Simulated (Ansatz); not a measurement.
In doubt: one-shot GW on d or f shells is unsure (in some of the runs), so the values of those runs are not to be relied on.

The crystal is ZnCu2SnS4 (I-4).

```
Zn Cu Sn S
1.0
    -2.71710    2.71710    5.42480
     2.71710   -2.71710    5.42480
     2.71710    2.71710   -5.42480
Zn Cu Sn S
1 2 1 4
Direct
  0.25000 0.75000 0.50000
  0.00000 0.00000 0.00000
  0.75000 0.25000 0.50000
  0.50000 0.50000 0.00000
  0.37161 0.88441 0.99960
  0.11559 0.11519 0.48720
  0.88481 0.37201 0.00040
  0.62799 0.62839 0.51280
```

The cell and positions come from the Crystallography Open Database and are kept as given unless a step says otherwise.

Gaps computed with Ansatz 0.2.0 without a self-energy: PBE 0.29 eV and HSE06 1.48 eV.

**Question.** Estimate the G0W0@PBE gap with 4×4×4 mesh, 952 empty bands, screening to 190 eV, PAW set soft_1 files.

About 0.63 eV: on its mesh the run moves the gap from 0.29 eV by +0.34 eV. Among the scalar-relativistic levels given, PBE is nearest (−0.34 eV). Bands and cutoff are finite, so the gap is not at the basis limit. The miss can reach some tenths of an eV and take either sign; the mesh is an error of its own. The 4×4×4 mesh is coarse for this cell (its supercell is 27 Å along the shortest edge). The RPA ε∞ on it, from the PBE start, is 28.56 and 48.15; such meshes misread the long-range screening, most where the gap is narrow. The RPA ε∞ on this mesh reaches over 25; with a narrow direct gap a coarse mesh can overstate it, and the correction is then too small. A d shell, filled or nearly so, lies near the gap. One-shot GW converges very slowly in bands there, not always from below, and on a semilocal start the gap tends to come out low; starts rich in exact exchange can overshoot instead. The many-body steps are scalar-relativistic: spin-orbit coupling is not in them.

[Paths, hosts, dates, memory and timing lines, banners, echoed tables and standing remarks are left out of the program output.]

[Logs are printed without paths, hosts, clocks, repeated set-up lines and the standing remarks that a program may print on its own settings, such as how far it seeks lower states.]

[Runs of the session that timed out or met a known fault of the program may be left out.]

[Cells called generated may have been cut or substituted from an entry of the Crystallography Open Database or the Materials Project.]

[Hosts, paths, dates, database ids (printed as entryN), source tags and the programs' standing remarks are cut or masked in the printed files.]
